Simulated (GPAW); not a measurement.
Records of electronic-structure calculations.

A GW chain in GPAW: H (Cmce). It takes space group Cmce (No. 64, orthorhombic). Conventional cell: a = 5.247 Å, b = 5.134 Å, c = 4.142 Å, α = 90.00°, β = 90.00°, γ = 90.00°. Nearest to H lie 1 H at 0.74 Å. The calculation used DFT, LDA, plane waves, PAW (and 1 further level or step) in GPAW 26.7.0, with cutoff 600 eV, GPAW PAW setups 1.2.1 data release, 4×4×4 k-mesh, nbands 100 in one of its runs. The LDA gap is 8.69 eV, indirect and the G0W0 gap on the mesh is 14.86 eV. The GW settings are 4×4×4 mesh, 90 bands, screening to 80 eV, Godby-Needs plasmon pole. The known limits are not at the basis limit; coarse k mesh. It took 4 runs, 65 s in all on 4 MPI ranks of Arm Neoverse V2, shared host (the runs of this entry). G0W0 moves the gap on the mesh from 8.69 eV to 14.86 eV (+6.16 eV), with Z of 0.86 and 0.92 at the edges. Only 2 of the mesh's irreducible points were corrected, so a valley elsewhere could overtake. The cell and positions are those that the Materials Project relaxed with its own functionals (PBE, PBE+U or r2SCAN), kept fixed. Bands and cutoff are finite, so the gap is not at the basis limit. The miss can reach some tenths of an eV and take either sign; the mesh is an error of its own. The 4×4×4 mesh is coarse for this cell, which bears on the long-range parts of exchange and screening.

```xyz
4
Lattice="2.6235 -2.5669 0.0000 2.6235 2.5669 0.0000 0.0000 0.0000 4.1418" Properties=species:S:1:pos:R:3 pbc="T T T"
H     2.6235   -2.3271    0.2838
H     2.6235    0.2398    1.7872
H     2.6235   -0.2398    2.3547
H     2.6235    2.3271    3.8581
```

[Paths, hosts, dates, memory and timing lines, banners, echoed tables and standing remarks are left out of the program output.]

[Logs are printed without paths, hosts, clocks, repeated set-up lines and the standing remarks that a program may print on its own settings, such as how far it seeks lower states.]

[Runs of the session that timed out or met a known fault of the program may be left out.]

[Hosts, paths, dates, database ids (printed as entryN), source tags and the programs' standing remarks are cut or masked in the printed files.]
